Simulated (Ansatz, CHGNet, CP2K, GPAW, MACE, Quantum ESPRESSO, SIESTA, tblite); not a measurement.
# Forces in Σ7 (111) twist boundary in a Au-Pd solid solution (84 atoms), program by program

One geometry of Σ7 (111) twist boundary in a Au-Pd solid solution (84 atoms) is solved by several programs and methods. How far do their forces lie from a plane-wave PBE run?

Results are calculated, not measured.

In doubt: a PseudoDojo file used here is known to give poor structures and forces (SIESTA), which bears on pressures, cells, forces and phonons.

### 1. The cell

The cell holds 84 atoms (59 Au and 25 Pd), with edges of 7.52, 7.52 and 28.00 Å. Recipe: fcc Au lattice (a = 4.0215 Å, the value set for the mixture); two grains turned against each other by 81.79 deg about [111]; 1 x 1 coincidence cells, 2 lattice periods a grain, two boundaries a cell, upper grain shifted by [0.175, 0.709] of the boundary cell and opened by 0.1 Å, one atom of each pair nearer than 1.848 Å removed; 25 of 84 Au sites given to Pd at random (lattice constant by Vegard's rule between Au and Pd); annealed from 600 K for 3 ps and minimised with a classical potential (one cell length free). Then every atom was moved at random, 0.02 Å r.m.s. a Cartesian component. The density is 17.3 g/cm³.

### 2. The reference input

Quantum ESPRESSO 7.5: Kohn-Sham DFT, PBE, SSSP efficiency 1.3.0 pseudopotentials, plane waves. Its input, pw.in:

```
&control
  calculation = 'scf'
  pseudo_dir = './pseudo'
  outdir = './tmp'
  disk_io = 'none'
  tprnfor = .true.
  tstress = .true.
/
&system
  ibrav = 0
  nat = 84
  ntyp = 2
  ecutwfc = 45
  ecutrho = 360
  nosym = .true.
  occupations = 'smearing'
  smearing = 'fd'
  degauss = 0.003675
/
&electrons
  conv_thr = 4.2e-07
  electron_maxstep = 100
  mixing_beta = 0.2
  mixing_mode = 'local-TF'
  diagonalization = 'david'
/
ATOMIC_SPECIES
Au 196.967 Au.upf
Pd 106.420 Pd.upf
CELL_PARAMETERS angstrom
7.52354 0.00000 0.00000
3.76177 6.51557 0.00000
0.00000 0.00000 28.00341
ATOMIC_POSITIONS crystal
Au 0.53443 0.25479 0.00002
Au 0.73895 0.01459 0.08349
Au 0.11201 0.54988 0.99813
Au 0.17151 0.73198 0.08233
[... 78 atom lines left out ...]
Au 0.45409 0.97399 0.91388
Pd 0.87724 0.83205 0.91396
K_POINTS gamma
```

```console
$ OMP_NUM_THREADS=1 mpirun -np 4 pw.x -in pw.in > output.txt
```

Elapsed: 8.6 min, on 4 MPI ranks of Arm Neoverse V1, shared host; peak memory 3.4 GiB; 34 min of CPU time.

It converged with an r.m.s. force component of 0.22 eV/Å and a pressure of 10 GPa.

### 3. What was run beside it

- CHGNet: machine-learned potential, published weights.
- CP2K 2026.2: Gaussian basis with GTH pseudopotentials and a plane-wave density; labels give functional, basis (MOLOPT sets; SR short-range, UZH the newer set with its own potentials), grid cutoff/relative cutoff and solver (OT: orbital transformation; TRS4, TC2, SIGN: linear-scaling purification with its sparsity filter), or its built-in tight binding.
- GPAW 26.7.0: PAW with atomic orbitals (LCAO), plane waves or a real-space grid of spacing h.
- MACE: machine-learned potential, published weights.
- SIESTA 5.4.2: numerical atomic orbitals, whose automatically made sets are far from complete, with PseudoDojo norm-conserving potentials that we converted to its format (checked against plane waves on the same files for H, C, O, Si, Ge and Ca alone); labels give functional, basis size, energy shift and mesh cutoff.
- tblite 0.8.0: extended tight binding, driven from Python.

All use the same cell and atoms, and the electronic-structure runs the same k-mesh.

### 4. All runs compared

Differences are against the reference: forces as r.m.s. over components, share as that over the reference's r.m.s. force, slope as the fitted ratio of a run's forces to the reference's.

```
                                                 run  Δ force, r.m.s. (meV/Å)  share (%)  slope  Δ pressure (GPa)  cores  CPU time  memory (GiB)
                                           reference                        -          -      -                 -      4    34 min           3.4
                              CHGNet 0.3.0 potential                      110       50.6  0.575             0.654      1     5.8 s           1.6
                             CHGNet r2SCAN potential                      145       66.5  0.371             -4.48      1     5.7 s           1.6
CP2K PBE, DZVP-MOLOPT-SR, 600/50 Ry, diagonalisation                     70.9       32.6  1.145              7.53      4    58 min           9.4
                        GPAW PBE, plane waves 350 eV                     33.7       15.5  1.060              1.84      4    54 min           2.4
                        MACE MP-0b3 medium potential                     98.2       45.2  0.808           -0.0268      1      10 s          0.95
 SIESTA PBE, DZ, shift 0.01 Ry, mesh 300 Ry (coarse)                      121       55.8  1.342             -15.6      2   5.9 min          0.99
         SIESTA PBE, DZP, shift 0.01 Ry, mesh 300 Ry                     46.9       21.6  1.168            -0.242      4    12 min           1.7
SIESTA PBE, SZP, shift 0.01 Ry, mesh 300 Ry (coarse)                     67.6       31.1  1.153             -8.40      2     7 min           1.1
                                     tblite GFN1-xTB                      137       63.2  0.928              12.1      1      17 s          0.16
```

Rows marked coarse were listed beforehand as settings not expected to be converged; some can still land near the reference.

Times of the machine-learned potentials are mostly Python's start and the loading of weights.

Runs without a result: GPAW PBE, LCAO dzp, h 0.2 Å (cut off at its time limit); CP2K PBE, SZV-MOLOPT-SR, 600/50 Ry, diagonalisation (cut off at its time limit); GPAW PBE, LCAO sz(dzp), h 0.2 Å (cut off at its time limit).

CPU time is summed over cores on shared hosts, so it is rough.

### 5. Findings

Forces lie from 16 % (GPAW PBE, plane waves 350 eV) to 66 % (CHGNet r2SCAN potential) of the reference's r.m.s. force of 0.22 eV/Å away from it. Other PBE runs on plane waves or a grid: GPAW PBE, plane waves 350 eV 16 % of the r.m.s. force; potentials, cutoffs or grids differ between them, and this table alone doesn't tell which side is nearer the exact PBE result. The PBE runs in local orbitals, coarse settings apart, differ by 22 % (SIESTA PBE, DZP, shift 0.01 Ry, mesh 300 Ry) to 33 % (CP2K PBE, DZVP-MOLOPT-SR, 600/50 Ry, diagonalisation); basis, grid and potentials can all enter. Tight binding differs by 63 % (tblite GFN1-xTB); it is another model, with fitted parameters of its own, and the xTB methods hold dispersion.

Machine-learned potentials differ by 45 % (MACE MP-0b3 medium potential) to 66 % (CHGNet r2SCAN potential); they were trained on other programs' data, some at another functional. Among those trained on PBE data the slope goes as low as 0.57. Runs with settings chosen to be coarse differ by 31 % (SIESTA PBE, SZP, shift 0.01 Ry, mesh 300 Ry) to 56 % (SIESTA PBE, DZ, shift 0.01 Ry, mesh 300 Ry), their programs' other errors included. SIESTA PBE, DZP, shift 0.01 Ry, mesh 300 Ry stiffens the forces by a factor of 1.17 while following their directions (correlation 0.993); the slopes of the 3 SIESTA runs lie between 1.15 and 1.34. Pressures at PBE, coarse settings apart, lie -0.24 to +7.53 GPa from the reference's.

**Limits.** Periodic xTB results under one method name differ between programs and library versions. The potentials hold different valence shells: 1571 electrons in the reference, 1099 in CP2K with DZVP-MOLOPT-SR and 1049 in GPAW; this bears on time and differences. The reference's pressure holds the uncorrected Pulay stress of its 45 Ry basis, so small pressure differences may be the reference's own error. A potential file of the SIESTA runs is in doubt, which bears on their forces and pressure. The electron count is odd in these runs, and they have no spin polarisation, so the unpaired electron is spread evenly over both spins. Machine-learned potentials mimic data converged in k, so the reference's own k-point error enters their differences. The reference's stress is far from hydrostatic: its diagonal is 12.6, 12.8, 4.8 GPa, compression counted positive. The host structure and its lattice constant were typed by rule, without a check against the phase diagram. The electron count is odd and the run has no spin polarisation, so levels at the top are partly filled by construction. The electronic-structure runs sample only Γ, in a cell whose shortest periodic width is 7 Å, which is coarse for a cell with partly filled levels. Spin–orbit coupling is left out, which matters for the levels of the heavy elements. The reference's pressure of 10 GPa reflects the volume that the recipe set, positions that aren't this level's minimum and the coarse k-sampling. Where levels are smeared, the DFT runs use Fermi–Dirac occupations at 580 K (0.05 eV), and energies are free energies. The atoms were displaced at random, and shares hang on the size of the forces that this gives. The reference's cutoffs and mesh weren't converged further here.

[Logs are printed without paths, hosts, clocks, repeated set-up lines and the standing remarks that a program may print on its own settings, such as how far it seeks lower states.]

[Hosts, paths, dates, database ids (printed as entryN), source tags and the programs' standing remarks are cut or masked in the printed files.]

[Cells were taken only where this reference lay near another plane-wave run.]
